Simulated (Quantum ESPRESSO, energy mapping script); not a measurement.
# MnS: energy mapping under PBE+U (3 eV), QE, GBRV

Aim: the exchange couplings of MnS from the energies of a few collinear orders, and the ordering temperature that they give.

Method: PBE with U = 3 eV on Mn d, ortho-atomic projectors; plane waves, U on orthogonalised atomic orbitals unless named otherwise, collinear spin, no spin–orbit coupling, in Quantum ESPRESSO 7.5.

Experimental background.

“Single-Crystal and Powder Neutron Diffraction Study of FeXMn1-XS Solid Solutions” (2011, arxiv:1108.4537) reports for MnS, rock salt, by neutron diffraction (x = 0): ordering temperature (Neel temperature) 150 K.

The database entry behind the starting cell differs from later determinations by our own check (an axis about 0.2 % short against later determinations), so it need not match the best structure at ambient conditions.

## (1) Starting point

It takes space group Fm-3m (No. 225, cubic). The conventional cell has a = 5.209 Å, b = 5.209 Å, c = 5.209 Å, α = 90.00°, β = 90.00°, γ = 90.00°. Mn has 6 S at 2.60 Å nearest. S has 6 Mn at 2.60 Å nearest. Farther neighbours and most contacts between anions are not listed.

A Hubbard U penalises fractional filling of the shell. It raises the cost of virtual hops to the neighbours, so couplings that rest on such hops usually weaken. These runs use Quantum ESPRESSO.

## (2) Parallel start in cell A (4 atoms)

Each cell gets its own parallel run on the same mesh, so that most of the mesh error cancels in the differences.

The potential files are GBRV's for PBE; pw.x takes the functional from them.

Contents of pw.in:

```
&control
  calculation = 'scf'
  prefix = 'pw'
  outdir = './tmp/'
  pseudo_dir = './pseudo/'
  verbosity = 'low'
/
&system
  ibrav = 0
  nat = 4
  ntyp = 2
  ecutwfc = 45
  ecutrho = 360
  nbnd = 38
  occupations = 'smearing'
  smearing = 'fd'
  degauss = 0.00367493
  nspin = 2
  starting_magnetization(1) = 0.3000
/
&electrons
  conv_thr = 1.0e-08
  electron_maxstep = 120
  mixing_beta = 0.3
  mixing_mode = 'plain'
/
ATOMIC_SPECIES
  Mn 54.9380 Mn.upf
  S 32.0600 S.upf
CELL_PARAMETERS angstrom
  0.00000000 -2.60450000 -2.60450000
  -2.60450000 0.00000000 -2.60450000
  2.60450000 2.60450000 -5.20900000
ATOMIC_POSITIONS crystal
  Mn 0.50000000 0.50000000 0.50000000
  Mn 0.00000000 0.00000000 0.00000000
  S 0.75000000 0.75000000 0.75000000
  S 0.25000000 0.25000000 0.25000000
K_POINTS automatic
  7 7 7 0 0 0
HUBBARD {ortho-atomic}
U Mn-3d 3
```

Command:

```bash
$ OMP_NUM_THREADS=1 mpirun -n 8 pw.x -nk 8 -in pw.in > pw.out
```

The program printed:

```text
Program PWSCF v.7.5 starts
[...]
unit-cell volume          =     476.9026 (a.u.)^3
     number of atoms/cell      =            4
[...]
number of electrons       =        42.00
     number of Kohn-Sham states=           38
     kinetic-energy cutoff     =      45.0000  Ry
     charge density cutoff     =     360.0000  Ry
     scf convergence threshold =      1.0E-08
[...]
Exchange-correlation=  SLA  PW   PBX  PBC
[...]
Hubbard projectors: ortho-atomic
     Hubbard parameters of DFT+U (Dudarev formulation) in eV:
[...]
atomic species   magnetization
[...]
12 Sym. Ops., with inversion, found
[...]
number of k points=    44  Fermi-Dirac smearing, width (Ry)=  0.0037
[...]
Number of occupied Hubbard levels =   10.0000
     Atomic wfc used for Hubbard projectors are orthogonalized
[...]
iteration #  1     ecut=    45.00 Ry     beta= 0.30
[...]
Number of occupied Hubbard levels =    9.9972
     total energy              =    -470.47460754 Ry
     estimated scf accuracy    <       1.00364390 Ry
     total magnetization       =     9.98 Bohr mag/cell
     absolute magnetization    =     9.98 Bohr mag/cell
     iteration #  2     ecut=    45.00 Ry     beta= 0.30
[...]
total energy              =    -470.65613036 Ry
     estimated scf accuracy    <       0.03996093 Ry
     total magnetization       =    10.00 Bohr mag/cell
     absolute magnetization    =    10.00 Bohr mag/cell
     iteration #  3     ecut=    45.00 Ry     beta= 0.30
[...]
total energy              =    -470.67099820 Ry
     estimated scf accuracy    <       0.01762670 Ry
     total magnetization       =    10.00 Bohr mag/cell
     absolute magnetization    =    10.00 Bohr mag/cell
     iteration #  4     ecut=    45.00 Ry     beta= 0.30
[...]
total energy              =    -470.67239839 Ry
     estimated scf accuracy    <       0.00220436 Ry
     total magnetization       =    10.00 Bohr mag/cell
     absolute magnetization    =    10.00 Bohr mag/cell
     iteration #  5     ecut=    45.00 Ry     beta= 0.30
[...]
total energy              =    -470.67250183 Ry
     estimated scf accuracy    <       0.00033142 Ry
     total magnetization       =    10.00 Bohr mag/cell
     absolute magnetization    =    10.00 Bohr mag/cell
     iteration #  6     ecut=    45.00 Ry     beta= 0.30
[...]
total energy              =    -470.67265102 Ry
     estimated scf accuracy    <       0.00018248 Ry
     total magnetization       =    10.00 Bohr mag/cell
     absolute magnetization    =    10.00 Bohr mag/cell
     iteration #  7     ecut=    45.00 Ry     beta= 0.30
[...]
total energy              =    -470.67262838 Ry
     estimated scf accuracy    <       0.00006019 Ry
     total magnetization       =    10.00 Bohr mag/cell
     absolute magnetization    =    10.00 Bohr mag/cell
     iteration #  8     ecut=    45.00 Ry     beta= 0.30
[...]
total energy              =    -470.67264556 Ry
     estimated scf accuracy    <       0.00000170 Ry
     total magnetization       =    10.00 Bohr mag/cell
     absolute magnetization    =    10.00 Bohr mag/cell
     iteration #  9     ecut=    45.00 Ry     beta= 0.30
[...]
total energy              =    -470.67264601 Ry
     estimated scf accuracy    <       0.00000030 Ry
     total magnetization       =    10.00 Bohr mag/cell
     absolute magnetization    =    10.00 Bohr mag/cell
     iteration # 10     ecut=    45.00 Ry     beta= 0.30
[...]
total energy              =    -470.67264617 Ry
     estimated scf accuracy    <       0.00000004 Ry
     total magnetization       =    10.00 Bohr mag/cell
     absolute magnetization    =    10.00 Bohr mag/cell
     iteration # 11     ecut=    45.00 Ry     beta= 0.30
[...]
Magnetic moment per site  (integrated on atomic sphere of radius R)
     atom   1 (R=0.292)  charge= 13.1499  magn=  4.4780
     atom   2 (R=0.292)  charge= 13.1502  magn=  4.4782
     atom   3 (R=0.292)  charge=  4.7160  magn=  0.1379
     atom   4 (R=0.292)  charge=  4.7160  magn=  0.1379
     End of self-consistent calculation
     =================== HUBBARD OCCUPATIONS ===================
     ------------------------ ATOM    1 ------------------------
     Tr[ns(  1)] (up, down, total) =   4.96858  0.28966  5.25825
     Atomic magnetic moment for atom   1 =   4.67892
     SPIN  1
     eigenvalues:
       0.990  0.990  0.996  0.996  0.996
     eigenvectors (columns):
       0.131 -0.991  0.000  0.000  0.000
       0.000 -0.000  0.577 -0.221 -0.786
      -0.000 -0.000  0.577 -0.570  0.585
       0.991  0.131 -0.000 -0.000  0.000
      -0.000  0.000  0.577  0.791  0.201
     occupation matrix ns (before diag.):
       0.990 -0.000 -0.000  0.000  0.000
      -0.000  0.996 -0.000 -0.000 -0.000
      -0.000 -0.000  0.996  0.000 -0.000
[...]
------ SPIN UP ------------
          k = 0.0000 0.0000-0.0000 (  2437 PWs)   bands (ev):
   -72.1071 -72.1067 -40.8424 -40.8357 -40.8357 -40.8349 -40.8347 -40.8347
    -4.1273  -2.7253   2.9442   4.2406   4.2406   5.1222   5.1223   5.1223
     5.2374   5.2374   5.6088   5.6088   6.3236   8.6075   8.6075   8.6076
    10.2314  10.2314  12.0096  13.0992  15.6088  15.6088  18.7809  18.7809
    18.7810  18.7820  20.8656  21.8905  22.3075  22.3075
          k = 0.0505 0.0505-0.0505 (  2454 PWs)   bands (ev):
   -72.1071 -72.1067 -40.8421 -40.8357 -40.8357 -40.8352 -40.8348 -40.8348
    -4.0741  -2.8210   3.1131   4.2782   4.2782   5.0866   5.1185   5.1185
     5.1973   5.1973   5.5842   5.5842   6.3303   8.2497   8.6977   8.6977
    10.1487  10.1487  12.3907  13.2078  15.7744  15.7744  18.2820  18.6079
    18.7752  18.7752  20.8557  20.8557  21.3452  22.0990
          k = 0.1010 0.1010-0.1010 (  2451 PWs)   bands (ev):
   -72.1070 -72.1068 -40.8411 -40.8363 -40.8356 -40.8356 -40.8349 -40.8349
    -3.9192  -3.0664   3.5609   4.3876   4.3876   4.9535   4.9797   4.9797
[...]
18.5277  18.5277  20.1683  20.1683  21.5711  21.6204
          k = 0.1515 0.1515-0.1515 (  2442 PWs)   bands (ev):
[...]
17.7840  17.7840  20.2927  20.2927  20.8472  20.8472
          k =-0.1515 0.0505-0.0505 (  2434 PWs)   bands (ev):
[...]
18.6236  18.7843  19.1711  21.3408  22.1112  22.1682
          k =-0.1010 0.1010-0.1010 (  2439 PWs)   bands (ev):
[...]
18.5277  18.6852  20.1683  20.1683  21.5708  21.7641
          k =-0.0505 0.1515-0.1515 (  2447 PWs)   bands (ev):
[...]
18.1035  18.3181  19.3167  20.9433  21.1837  22.0949
          k =-0.0000 0.2020-0.2020 (  2444 PWs)   bands (ev):
[...]
17.6426  17.7177  19.2708  20.4542  21.6446  22.4649
          k =-0.3030-0.1010 0.1010 (  2457 PWs)   bands (ev):
[...]
16.9850  18.2846  19.6643  19.6873  22.0261  22.4572
          k =-0.2525-0.0505 0.0505 (  2437 PWs)   bands (ev):
[...]
17.5106  18.6480  19.0256  20.3591  21.9610  22.9372
          k =-0.2020-0.0000 0.0000 (  2443 PWs)   bands (ev):
[...]
k =-0.3030 0.1010-0.1010 (  2441 PWs)   bands (ev):
[...]
k =-0.2525 0.1515-0.1515 (  2427 PWs)   bands (ev):
[...]
k =-0.2020 0.2020-0.2020 (  2427 PWs)   bands (ev):
[...]
k =-0.1515 0.2525-0.2525 (  2442 PWs)   bands (ev):
[...]
k =-0.4546-0.0505 0.0505 (  2441 PWs)   bands (ev):
[...]
k =-0.4041 0.0000-0.0000 (  2428 PWs)   bands (ev):
[...]
k =-0.3536 0.0505-0.0505 (  2438 PWs)   bands (ev):
[... cut ...]
[...]
k =-0.4546-0.0505 0.0505 (  2441 PWs)   bands (ev):
[...]
k =-0.6061-0.0000 0.0000 (  2416 PWs)   bands (ev):
[...]
k =-0.2525-0.0505-0.1515 (  2442 PWs)   bands (ev):
[...]
k =-0.2020-0.0000-0.2020 (  2427 PWs)   bands (ev):
[...]
k =-0.1010 0.1010-0.3030 (  2453 PWs)   bands (ev):
[...]
k =-0.4041-0.2020 0.0000 (  2443 PWs)   bands (ev):
[...]
k =-0.4041 0.0000-0.2020 (  2425 PWs)   bands (ev):
[...]
k =-0.3536 0.0505-0.2525 (  2429 PWs)   bands (ev):
[...]
k =-0.3030 0.1010-0.3030 (  2421 PWs)   bands (ev):
[...]
k =-0.2525 0.1515-0.3536 (  2420 PWs)   bands (ev):
[...]
k =-0.5556-0.1515-0.0505 (  2435 PWs)   bands (ev):
[...]
k =-0.5051-0.1010-0.1010 (  2440 PWs)   bands (ev):
[...]
k =-0.4546-0.0505-0.1515 (  2443 PWs)   bands (ev):
[...]
k = 0.5051-0.3030 0.1010 (  2430 PWs)   bands (ev):
[...]
k = 0.6061-0.2020 0.0000 (  2413 PWs)   bands (ev):
[...]
k = 0.6566-0.1515-0.0505 (  2420 PWs)   bands (ev):
[...]
k = 0.3536-0.4546 0.2525 (  2410 PWs)   bands (ev):
[...]
20.2872  21.9219  22.8174  23.0936  23.3519  23.7365
          k = 0.5556-0.4546 0.0505 (  2425 PWs)   bands (ev):
[...]
19.3421  19.5709  22.1397  22.5791  23.3385  24.2559
          k = 0.6061-0.4041 0.0000 (  2422 PWs)   bands (ev):
[...]
18.9644  18.9712  21.6544  23.1524  23.7981  23.8405
          k = 0.6566-0.3536-0.0505 (  2426 PWs)   bands (ev):
[...]
13.2380  14.0295  15.3161  16.2880  17.4720  18.0235  18.0266  18.2723
    18.3540  18.7538  21.4479  23.4027  23.6392  24.6533
          k = 0.4546-0.5556 0.1515 (  2415 PWs)   bands (ev):
   -66.9694 -66.9694 -35.8179 -35.8177 -35.8146 -35.8138 -35.8120 -35.8120
    -2.3532  -2.3068   4.8694   4.9900   6.0246   6.2984   7.1923   7.2544
    11.9747  12.1016  12.8486  12.8936  12.9581  13.0295  13.2149  13.2254
    13.2735  13.3670  14.8766  15.2169  17.0412  17.4610  18.6689  18.9755
    19.3877  19.5134  22.5991  22.9309  23.0141  24.0643
     the Fermi energy is    10.5120 ev
!    total energy              =    -470.67264621 Ry
     estimated scf accuracy    <          1.8E-09 Ry
     smearing contrib. (-TS)   =      -0.00000796 Ry
     internal energy E=F+TS    =    -470.67263825 Ry
     The total energy is F=E-TS. E is the sum of the following terms:
     one-electron contribution =    -265.07094168 Ry
     hartree contribution      =     147.85354874 Ry
     xc contribution           =     -70.53377942 Ry
     ewald contribution        =    -282.98656422 Ry
     Hubbard energy            =       0.06509832 Ry
     total magnetization       =    10.00 Bohr mag/cell
     absolute magnetization    =    10.00 Bohr mag/cell
     convergence has been achieved in  11 iterations
=------------------------------------------------------------------------------=
   JOB DONE.
=------------------------------------------------------------------------------=
```

Run time: 49 s. Hardware: 8 MPI ranks of Arm Neoverse N1, shared host; peak memory 1.1 GiB.

Spin moment in the sphere by atom:

```
atom  spin moment in the sphere (μB)
 Mn1                            4.48
 Mn2                            4.48
  S3                            0.14
  S4                            0.14
```

The run ends ferromagnetic.

## (3) Run 2 (compensated +−; cell A, 4 atoms)

This order reverses 6 of the 12 neighbours at 3.68 Å, 6 of the 6 neighbours at 5.21 Å and 12 of the 24 neighbours at 6.38 Å, counted for an average magnetic atom.

Changes to pw.in since step 2:

```diff
@@ -10,6 +10,6 @@
   nat = 4
-  ntyp = 2
+  ntyp = 3
   ecutwfc = 45
   ecutrho = 360
-  nbnd = 38
+  nbnd = 33
   occupations = 'smearing'
@@ -19,2 +19,3 @@
   starting_magnetization(1) = 0.3000
+  starting_magnetization(2) = -0.3000
 /
@@ -27,3 +28,4 @@
 ATOMIC_SPECIES
-  Mn 54.9380 Mn.upf
+  Mn1 54.9380 Mn.upf
+  Mn2 54.9380 Mn.upf
   S 32.0600 S.upf
@@ -34,4 +36,4 @@
 ATOMIC_POSITIONS crystal
-  Mn 0.50000000 0.50000000 0.50000000
-  Mn 0.00000000 0.00000000 0.00000000
+  Mn1 0.50000000 0.50000000 0.50000000
+  Mn2 0.00000000 0.00000000 0.00000000
   S 0.75000000 0.75000000 0.75000000
@@ -41,2 +43,3 @@
 HUBBARD {ortho-atomic}
-U Mn-3d 3
+U Mn1-3d 3
+U Mn2-3d 3
```

The program printed:

```text
[banner, memory and clock lines left out]
Program PWSCF v.7.5 starts
[...]
unit-cell volume          =     476.9026 (a.u.)^3
     number of atoms/cell      =            4
[...]
number of electrons       =        42.00
     number of Kohn-Sham states=           33
     kinetic-energy cutoff     =      45.0000  Ry
     charge density cutoff     =     360.0000  Ry
     scf convergence threshold =      1.0E-08
[...]
Exchange-correlation=  SLA  PW   PBX  PBC
[...]
Hubbard projectors: ortho-atomic
     Hubbard parameters of DFT+U (Dudarev formulation) in eV:
[...]
atomic species   magnetization
[...]
12 Sym. Ops., with inversion, found
[...]
number of k points=    44  Fermi-Dirac smearing, width (Ry)=  0.0037
[...]
Number of occupied Hubbard levels =   10.0000
     Atomic wfc used for Hubbard projectors are orthogonalized
[...]
iteration #  1     ecut=    45.00 Ry     beta= 0.30
[...]
Number of occupied Hubbard levels =   10.0312
     total energy              =    -470.47459070 Ry
     estimated scf accuracy    <       1.02099411 Ry
     total magnetization       =     0.00 Bohr mag/cell
     absolute magnetization    =     9.29 Bohr mag/cell
     iteration #  2     ecut=    45.00 Ry     beta= 0.30
[...]
total energy              =    -470.66537635 Ry
     estimated scf accuracy    <       0.03803361 Ry
     total magnetization       =    -0.00 Bohr mag/cell
     absolute magnetization    =     9.37 Bohr mag/cell
     iteration #  3     ecut=    45.00 Ry     beta= 0.30
[...]
total energy              =    -470.68156688 Ry
     estimated scf accuracy    <       0.01859463 Ry
     total magnetization       =     0.00 Bohr mag/cell
     absolute magnetization    =     9.35 Bohr mag/cell
[...]
total energy              =    -470.68414103 Ry
[...]
iteration # 10     ecut=    45.00 Ry     beta= 0.30
[...]
total energy              =    -470.68413980 Ry
     estimated scf accuracy    <       0.00000388 Ry
     total magnetization       =    -0.00 Bohr mag/cell
     absolute magnetization    =     9.37 Bohr mag/cell
     iteration # 11     ecut=    45.00 Ry     beta= 0.30
[...]
Magnetic moment per site  (integrated on atomic sphere of radius R)
     atom   1 (R=0.292)  charge= 13.1610  magn=  4.3791
     atom   2 (R=0.292)  charge= 13.1614  magn= -4.3792
     atom   3 (R=0.292)  charge=  4.7077  magn= -0.0000
[...]
k = 0.0505 0.0505-0.0505 (  2454 PWs)   bands (ev):
[...]
19.3805
          k = 0.1010 0.1010-0.1010 (  2451 PWs)   bands (ev):
[...]
19.1268
          k = 0.1515 0.1515-0.1515 (  2442 PWs)   bands (ev):
[...]
k =-0.1515 0.0505-0.0505 (  2434 PWs)   bands (ev):
[...]
k =-0.1010 0.1010-0.1010 (  2439 PWs)   bands (ev):
[...]
k =-0.0505 0.1515-0.1515 (  2447 PWs)   bands (ev):
[...]
k =-0.3030-0.1010 0.1010 (  2457 PWs)   bands (ev):
[...]
k =-0.2525-0.0505 0.0505 (  2437 PWs)   bands (ev):
[...]
k =-0.2020-0.0000 0.0000 (  2443 PWs)   bands (ev):
[...]
[... cut ...]
[...]
k =-0.6061-0.0000 0.0000 (  2416 PWs)   bands (ev):
[...]
k =-0.2525-0.0505-0.1515 (  2442 PWs)   bands (ev):
[...]
k =-0.2020-0.0000-0.2020 (  2427 PWs)   bands (ev):
[...]
k =-0.4041-0.2020 0.0000 (  2443 PWs)   bands (ev):
[...]
k =-0.3030 0.1010-0.3030 (  2421 PWs)   bands (ev):
[...]
k =-0.2525 0.1515-0.3536 (  2420 PWs)   bands (ev):
[...]
k =-0.5556-0.1515-0.0505 (  2435 PWs)   bands (ev):
[...]
k =-0.5051-0.1010-0.1010 (  2440 PWs)   bands (ev):
[...]
k =-0.4546-0.0505-0.1515 (  2443 PWs)   bands (ev):
[...]
k = 0.5051-0.3030 0.1010 (  2430 PWs)   bands (ev):
[...]
k = 0.6061-0.2020 0.0000 (  2413 PWs)   bands (ev):
[...]
k = 0.6566-0.1515-0.0505 (  2420 PWs)   bands (ev):
[...]
k = 0.3536-0.4546 0.2525 (  2410 PWs)   bands (ev):
[...]
k = 0.5556-0.4546 0.0505 (  2425 PWs)   bands (ev):
[...]
k = 0.6061-0.4041 0.0000 (  2422 PWs)   bands (ev):
[...]
k = 0.6566-0.3536-0.0505 (  2426 PWs)   bands (ev):
[...]
17.9253
          k = 0.4546-0.5556 0.1515 (  2415 PWs)   bands (ev):
[...]
6.0018   6.6034   6.8518   8.2945   8.5356  12.2258  12.5151  12.8841
    12.9285  13.1896  14.1918  14.5404  16.5197  17.0016  18.1830  18.6101
    18.7934
     the Fermi energy is    10.7332 ev
!    total energy              =    -470.68414067 Ry
     estimated scf accuracy    <          6.8E-09 Ry
     smearing contrib. (-TS)   =      -0.00000000 Ry
     internal energy E=F+TS    =    -470.68414067 Ry
     The total energy is F=E-TS. E is the sum of the following terms:
     one-electron contribution =    -265.25819428 Ry
     hartree contribution      =     147.99156165 Ry
     xc contribution           =     -70.50666919 Ry
     ewald contribution        =    -282.98656422 Ry
     Hubbard energy            =       0.07572537 Ry
     total magnetization       =     0.00 Bohr mag/cell
     absolute magnetization    =     9.37 Bohr mag/cell
     convergence has been achieved in  11 iterations
```

It took 44 s on 8 MPI ranks; peak memory 1.1 GiB; 5.8 min of CPU time.

Spin moment in the sphere by atom:

```csv
atom,spin moment in the sphere (μB)
Mn1,4.38
Mn2,-4.38
S3,0.00
S4,0.00
```

The run ends antiferromagnetic, 78.22 meV a magnetic atom below the parallel order of its cell.

## (4) Order 3: parallel, cell B of 4 atoms

A new cell needs its own zero of energy.

This run holds the same structure in another cell (c 6.380 → 5.209 Å, α 73.2 → 90.0°, β 73.2 → 90.0°, γ 60.0 → 90.0°).

Contents of pw.in:

```
&control
  calculation = 'scf'
  prefix = 'pw'
  outdir = './tmp/'
  pseudo_dir = './pseudo/'
  verbosity = 'low'
/
&system
  ibrav = 0
  nat = 4
  ntyp = 2
  ecutwfc = 45
  ecutrho = 360
  nbnd = 38
  occupations = 'smearing'
  smearing = 'fd'
  degauss = 0.00367493
  nspin = 2
  starting_magnetization(1) = 0.3000
/
&electrons
  conv_thr = 1.0e-08
  electron_maxstep = 120
  mixing_beta = 0.3
  mixing_mode = 'plain'
/
ATOMIC_SPECIES
  Mn 54.9380 Mn.upf
  S 32.0600 S.upf
CELL_PARAMETERS angstrom
  0.00000000 -2.60450000 -2.60450000
  0.00000000 2.60450000 -2.60450000
  5.20900000 0.00000000 0.00000000
ATOMIC_POSITIONS crystal
  Mn 0.50000000 0.50000000 0.50000000
  Mn 0.00000000 0.00000000 0.00000000
  S 0.50000000 0.50000000 0.00000000
  S 0.00000000 0.00000000 0.50000000
K_POINTS automatic
  6 6 4 0 0 0
HUBBARD {ortho-atomic}
U Mn-3d 3
```

The program printed:

```text
[banner, memory and clock lines left out]
Program PWSCF v.7.5 starts
[...]
unit-cell volume          =     476.9026 (a.u.)^3
     number of atoms/cell      =            4
[...]
number of electrons       =        42.00
     number of Kohn-Sham states=           38
     kinetic-energy cutoff     =      45.0000  Ry
     charge density cutoff     =     360.0000  Ry
[...]
The total energy is F=E-TS. E is the sum of the following terms:
     one-electron contribution =    -265.07075748 Ry
     hartree contribution      =     147.85374084 Ry
     xc contribution           =     -70.53400814 Ry
     ewald contribution        =    -282.98656422 Ry
     Hubbard energy            =       0.06509088 Ry
     total magnetization       =    10.00 Bohr mag/cell
     absolute magnetization    =    10.00 Bohr mag/cell
     convergence has been achieved in  11 iterations
[key lines of the parts left out:]
!    total energy              =    -470.67251330 Ry
the Fermi energy is    10.4954 ev
```

It took 32 s on 8 MPI ranks; peak memory 0.93 GiB; 4.3 min of CPU time.

The run ends ferromagnetic. For each magnetic atom its energy differs from the parallel run of the first cell by 0.93 meV, an error that one common reference would have brought in.

(Continued in part 2 of 3.)

[Logs and program files are shortened in this print: banners, set-up blocks, solver, clock and traceback lines can be left out without a mark of their own.]

[Logs are printed without paths, hosts, clocks, repeated set-up lines and the standing remarks that a program may print on its own settings, such as how far it seeks lower states.]

[Hosts, paths, dates, database ids (printed as entryN), source tags and the programs' standing remarks are cut or masked in the printed files.]

[Where a cell is said to come from a database of computed structures, the database is the Materials Project.]
